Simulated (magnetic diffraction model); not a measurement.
## Tl₂VFe₃S₈: what an assumed order does to the neutron pattern

Space group P6_3mc (no. 186), a = 7.7040 Å, c = 12.3020 Å.

```
site  atom       x       y       z
  2b    Tl     1/3     2/3  0.9056
  2a    Tl       0       0  0.9872
  6c    Fe  0.1736  0.3471  0.2180
  2b     V     1/3     2/3  0.4973
  6c     S  0.1749  0.3497  0.5850
  6c     S  0.4784  0.5216  0.3477
  2b     S     1/3     2/3  0.1065
  2a     S       0       0  0.2970
```

The compound is invented for this exercise: a known structure type with other elements, its cell scaled to their sizes and not relaxed.

Only Fe is taken to order (form factors of Fe3+); orders and moment sizes are assumed, and not adapted to the symmetry. Radiation: neutrons of λ = 2.0775 Å, 1.5° to 40°; isotropic B of 0.35 Å² (Tl), 0.43 Å² (Fe), 0.61 Å² (V) and 0.54 Å² (S). The intensities are simulated: I ∝ L Σ (|F_N|² + |F_M⊥|²) for unpolarised neutrons, with F_M = 2.695 fm/μB × Σ f(s) S exp(2πi Q·r) exp(−B s²) at Q = H ± k (one set where k and −k are equivalent), only the part normal to Q counting and L = 1/(sin²θ cos θ). For a modulated order the moment at position r is S exp(−2πi k·r) + c.c., with S = m/2 for a sine wave of amplitude m and S = m(u + iv)/2 for moments turning in a plane, u and v being orthogonal unit vectors in it; the phase factor of the sum at Q = H + k is then exp(2πi H·r). Form factors are spin-only for 3d ions and dipole or tabulated for f ions, scattering lengths are Sears's of 1992, and absorption is left out. A label names one of the reflections at its angle. The strongest nuclear line in the range is 100, and lines under 0.2 are left out.

Assume the order k = (1/3 1/3 0), moments turning in the plane of [100] and [001], 1.27 μB on Fe; signs + at (0.1736, 0.3471, 0.2180), + at (0.6529, 0.8265, 0.2180), − at (0.1736, 0.8265, 0.2180), + at (0.8265, 0.1736, 0.7180), − at (0.3471, 0.1736, 0.7180), − at (0.8265, 0.6529, 0.7180).

Q: Where does magnetic intensity appear, and how strong is it?

```csv
2θ (°),index,nuclear,magnetic
10.31,(2/3 -1/3 0),0.0,1.8
14.17,(1/3 1/3 1),0.0,2.1
17.91,(1 0 0),18.2,0.0
19.45,(0 0 2),21.9,0.0
20.40,(1 0 1),44.8,0.0
20.71,(4/3 -2/3 0),0.0,4.0
22.06,(2/3 -1/3 2),0.0,0.6
22.91,(2/3 2/3 1),0.0,7.0
26.56,(1 0 2),9.0,0.0
27.52,(4/3 1/3 0),0.0,0.6
28.56,(4/3 -2/3 2),0.0,3.4
29.23,(4/3 1/3 1),0.0,0.8
31.18,(1/3 1/3 3),0.0,0.3
31.29,(1 1 0),8.1,0.0
33.92,(4/3 1/3 2),0.0,0.6
34.59,(1 0 3),48.9,0.0
36.19,(2/3 2/3 3),0.0,1.9
36.28,(2 0 0),1.6,0.0
37.11,(1 1 2),77.6,0.0
37.64,(2 0 1),100.0,0.0
37.82,(5/3 2/3 0),0.0,0.3
39.13,(5/3 2/3 1),0.0,0.4
39.48,(0 0 4),5.9,0.0
```

The strongest magnetic line in the range is (2/3 2/3 1) at 22.91° (7.0). On top of the Lorentz factor, which all lines share, magnetic lines fade with angle because f falls: for Fe3+ it is 0.92, 0.72, 0.50 and 0.17 at sin θ/λ = 0.1, 0.2, 0.3 and 0.5 Å⁻¹, while nuclear lengths stay constant. The order has no net moment.

[Logs are printed without paths, hosts, clocks, repeated set-up lines and the standing remarks that a program may print on its own settings, such as how far it seeks lower states.]
